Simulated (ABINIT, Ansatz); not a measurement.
**PNO (Cc): changed settings of a GW run in ABINIT**

What do changed inputs do to GW on PNO (Cc)?

Main program and level: ABINIT 10.8.3; LDA and many-body steps on it, plane waves.

Report form: the programs' logs are mostly left out.

## 1. The structure

It takes space group Cc (No. 9, monoclinic). Conventional cell: a = 6.556 Å, b = 6.572 Å, c = 4.620 Å, α = 90.00°, β = 130.96°, γ = 90.00°. P has 2 N at 1.55 Å and 2 O at 1.60 Å nearest. Nearest to N lie 2 P at 1.55 Å. O has 2 P at 1.60 Å nearest. Farther neighbours and most contacts between anions are not listed.

The cell and positions are those that the Materials Project relaxed with its own functionals (PBE, PBE+U or r2SCAN), kept fixed.

## 2. Screening, 2×2×4 mesh, 65 bands, screening to 114.3 eV

This step: ABINIT 10.8.3; RPA screening on LDA, plane waves, norm-conserving pseudopotentials.

The RPA dielectric matrix is built and inverted for each q.

run.abi reads:

```
acell 3*1.0 Angstrom
rprim 
  3.278002254000 -3.286113380400 0.000000000000
  3.278002254000 3.286113380400 0.000000000000
  -3.028551860300 0.000000000000 3.488865954800
ntypat 3
znucl 15 7 8
natom 6
typat 1 1 2 2 3 3
xred 
  0.730409600000 0.010313920000 0.000167090000
  0.010313920000 0.730409600000 0.500167090000
  0.742864730000 0.382544620000 0.249632690000
  0.382544620000 0.742864730000 0.749632690000
  0.883089610000 0.000777520000 0.750200220000
  0.000777520000 0.883089610000 0.250200220000
pp_dirpath "pseudos"
pseudos "P.upf, N.upf, O.upf"
ecut 36
ngkpt 2 2 4
nshiftk 1
shiftk 0 0 0
kptopt 1
chksymbreak 0
istwfk *1
occopt 1
irdwfk 1
optdriver 3
nband 65
ecuteps 4.2
inclvkb 2
awtr 1
symchi 1
indata_prefix "in"
outdata_prefix "out"
tmpdata_prefix "tmp"
```

Command:

```console
OMP_NUM_THREADS=1 mpirun -n 4 abinit run.abi > log
```

Wall time 28 s (4 MPI ranks of Arm Neoverse N1, shared host); peak memory 0.76 GiB; 1.9 min of CPU time.

This step gave:

```
ε∞ with local fields, on this mesh, along the program's q direction : 3.236
the same without local fields                                       : 3.521
plasma frequency                                                    : 24.23 eV
plane waves in the screening matrix                                 : 199
```

Local fields lower ε∞ by 8 %. On a Γ-centred mesh this coarse the value itself is usually too large, while a short band sum pulls it down.

## 3. Base

The self-energy is evaluated for the states that the input lists, and the levels follow from it, in one-shot runs by the linearised quasiparticle equation.

This step: G0W0 on LDA, plane waves, norm-conserving pseudopotentials.

Edit run.abi of step 2 so:

```diff
@@ -27,8 +27,17 @@
 irdwfk 1
-optdriver 3
+optdriver 4
 nband 65
+gwcalctyp 0
+ecutsigx 36
+symsigma 1
+nkptgw 2
+kptgw 
+  0.5000000000 0.5000000000 0.0000000000
+  0.0000000000 0.0000000000 0.0000000000
+bdgw 
+  15 18
+  15 18
 ecuteps 4.2
-inclvkb 2
-awtr 1
-symchi 1
+irdscr 1
+ppmodel 1
 indata_prefix "in"
```

Elapsed: 9.1 s, on 4 MPI ranks; peak memory 0.64 GiB; 36 s of CPU time.

This step gave:

| Quantity | Value |
| --- | --- |
| G0W0 gap on the points computed | 7.195 eV |
| starting gap on the mesh | 5.021 eV |
| k of the valence top | 0.5, 0.5, 0 |
| k of the conduction bottom | 0, 0, 0 |
| Z at the valence top | 0.809 |
| Z at the conduction bottom | 0.846 |
| least direct G0W0 gap on the computed points | 7.854 eV |

The gap on the mesh goes from 5.02 eV to 7.20 eV, a correction of +2.17 eV.

## 4. Smaller part of the screening matrix

Edit run.abi of step 3 so:

```diff
@@ -39,3 +39,3 @@
   15 18
-ecuteps 4.2
+ecuteps 2.1
 irdscr 1
```

Wall time 5.6 s (4 MPI ranks); peak memory 0.2 GiB.

Numbers from this step:

| Property | Result |
| --- | --- |
| G0W0 gap on the points computed | 7.436 eV |
| starting gap on the mesh | 5.021 eV |
| k of the valence top | 0.5, 0.5, 0 |
| k of the conduction bottom | 0, 0, 0 |
| Z at the valence top | 0.829 |
| Z at the conduction bottom | 0.853 |
| least direct G0W0 gap on the computed points | 8.133 eV |

## 5. More bands than the file holds

Edit run.abi of step 4 so:

```diff
@@ -28,3 +28,3 @@
 optdriver 4
-nband 65
+nband 414
 gwcalctyp 0
@@ -39,3 +39,3 @@
   15 18
-ecuteps 2.1
+ecuteps 4.2
 irdscr 1
```

It took 3.1 s on 4 MPI ranks; peak memory 0.2 GiB.

The run stopped with an error after 3.1 s.

The program's words: Number of bands stored WFK file is less than required. WFK mband: 150, self-energy nband: 414

The fault put into this input: more bands than the file holds.

## 6. Side by side

Times are wall times on 4 MPI ranks of Arm Neoverse N1, shared host, good to a factor of about two. A run's time includes the screening step that it read.

```tsv
run	mesh	bands	screening cutoff (eV)	DFT gap (eV)	gap on the mesh (eV)	direct (eV)	ε∞ used	time
base	2×2×4	65	114.3	5.021	7.195	7.854	3.24	37 s
smaller part of the screening matrix	2×2×4	65	57.1	5.021	7.436	8.133	3.24	34 s
```

## 7. What came out

| Property | Result |
| --- | --- |
| base | 7.195 eV |
| smaller part of the screening matrix | 7.436 eV |
| known limits | not at the basis limit; coarse k mesh |

What this shows: Smaller part of the screening matrix: +0.241 eV against base (keys changed: ecuteps). Bands and cutoff are finite, so the gap is not at the basis limit. The miss can reach some tenths of an eV and take either sign; the mesh is an error of its own. In the G0W0 runs levels were corrected at 2 k points alone, so a gap called «on the mesh» is the least over those, and an edge elsewhere would be missed. The 2×2×4 mesh is coarse for this cell, which bears on the long-range parts of exchange and screening.

[Paths, hosts, dates, memory and timing lines, banners, echoed tables and standing remarks are left out of the program output.]

[Logs are printed without paths, hosts, clocks, repeated set-up lines and the standing remarks that a program may print on its own settings, such as how far it seeks lower states.]

[Runs of the session that timed out or met a known fault of the program may be left out.]

[Hosts, paths, dates, database ids (printed as entryN), source tags and the programs' standing remarks are cut or masked in the printed files.]

[G0W0 gaps are taken among the corrected bands and points alone; a level outside them can change the order at an edge.]

[Where Ansatz stands beside ABINIT at settings called matched, ABINIT's density can come from a denser mesh and the files from another edition; pairs whose starting gaps differed by over 0.03 eV were left out, so agreement reads better than it is.]
